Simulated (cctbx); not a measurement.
## Accept or mend?

Cell a = 11.3670 Å, b = 11.3670 Å, c = 13.9250 Å, α = 90.00°, β = 90.00°, γ = 120.00°; space group R-3c (no. 167).

Simulated single-crystal data (cctbx): Mo Kα, λ = 0.71073 Å, to d = 0.84 Å, 80 % of the full sphere, strongest reflection 70000 counts, noise from counting, a 1.5 % proportional error and a noise floor of 15 counts (s.d.); no absorption.

An anisotropic refinement with weights 1/σ² prints:

```text
Rint 0.013, 23 unique reflections to 2.01 A
cycle     R1     wR2    GooF  max shift (A)
   1  0.0105  0.0279   7.540   0.00483
   2  0.0014  0.0031   0.844   0.00000
final R1 0.0014 wR2 0.0031 GooF 0.844  parameters 18  data/parameter 1.3
atom        x        y        z      Ueq    occ   su(xyz)  su(Uiso or U11)
Ir1    0.33333  0.66667  0.16667   0.0153  1.000  0.00000  0.0014
Sr1    0.03303  0.69970  0.08333   0.0196  1.000  0.00011  0.0017
Sr2    0.33333  0.66667  0.41667   0.0260  1.000  0.00000  0.0016
S1     0.51705  0.82316  0.26075   0.0294  1.000  0.00020  0.0024
difference map: max 0.01 min -0.02 rms 0.01
Q1    0.0069  0.1727  0.5894   36    0.01  1.70 A from Sr1
Q2    0.0000  0.2121  0.2500   18    0.01  1.75 A from Sr1
Q3    0.0833  0.2083  0.6333   36    0.01  1.62 A from S1
Q4    0.0250  0.3934  0.1296   36    0.01  1.59 A from S1
Q5    0.0323  0.4585  0.3545   36    0.01  1.72 A from Sr1
Q6    0.9877  0.3333  0.0833   18    0.01  1.94 A from S1
```

Q: Accept it or mend it, and why?

Mend it. The fault: data cut at low resolution. Against the right model at the same level, R1 goes from 0.0043 to 0.0014 and GooF from 0.97 to 0.84. The atoms are right, but there are too few data for the parameters: R1 flatters and the s.u.s grow. Data per parameter fall from 17.6 to 1.3.

The compound is Sr4IrS6. The right model at the same level gives:

```text
Rint 0.015, 316 unique reflections to 0.84 A
cycle     R1     wR2    GooF  max shift (A)
   1  0.0340  0.0846   9.202   0.00177
   2  0.0043  0.0089   0.971   0.00000
final R1 0.0043 wR2 0.0089 GooF 0.971  parameters 18  data/parameter 17.6
atom        x        y        z      Ueq    occ   su(xyz)  su(Uiso or U11)
Ir1    0.33333  0.66667  0.16667   0.0155  1.000  0.00000  0.0000
Sr1    0.03305  0.69971  0.08333   0.0190  1.000  0.00001  0.0001
Sr2    0.33333  0.66667  0.41667   0.0258  1.000  0.00000  0.0001
S1     0.51716  0.82345  0.26083   0.0291  1.000  0.00003  0.0001
difference map: max 0.16 min -0.15 rms 0.05
Q1    0.0263  0.1734  0.2810   36    0.17  1.74 A from S1
Q2    0.0837  0.1512  0.1979   36    0.16  1.66 A from Sr2
Q3    0.0363  0.4931  0.2052   36    0.16  1.43 A from Sr1
Q4    0.0282  0.5119  0.1192   36    0.16  1.53 A from S1
Q5    0.0344  0.1207  0.5579   36    0.15  1.47 A from Ir1
Q6    0.0258  0.4879  0.5410   36    0.14  1.65 A from S1
```

The model was made for the exercise: a known structure type with other elements put in, its volume estimated, not relaxed; displacement parameters are assumed.

[Middle refinement cycles are left out of these outputs.]

[Logs are printed without paths, hosts, clocks, repeated set-up lines and the standing remarks that a program may print on its own settings, such as how far it seeks lower states.]
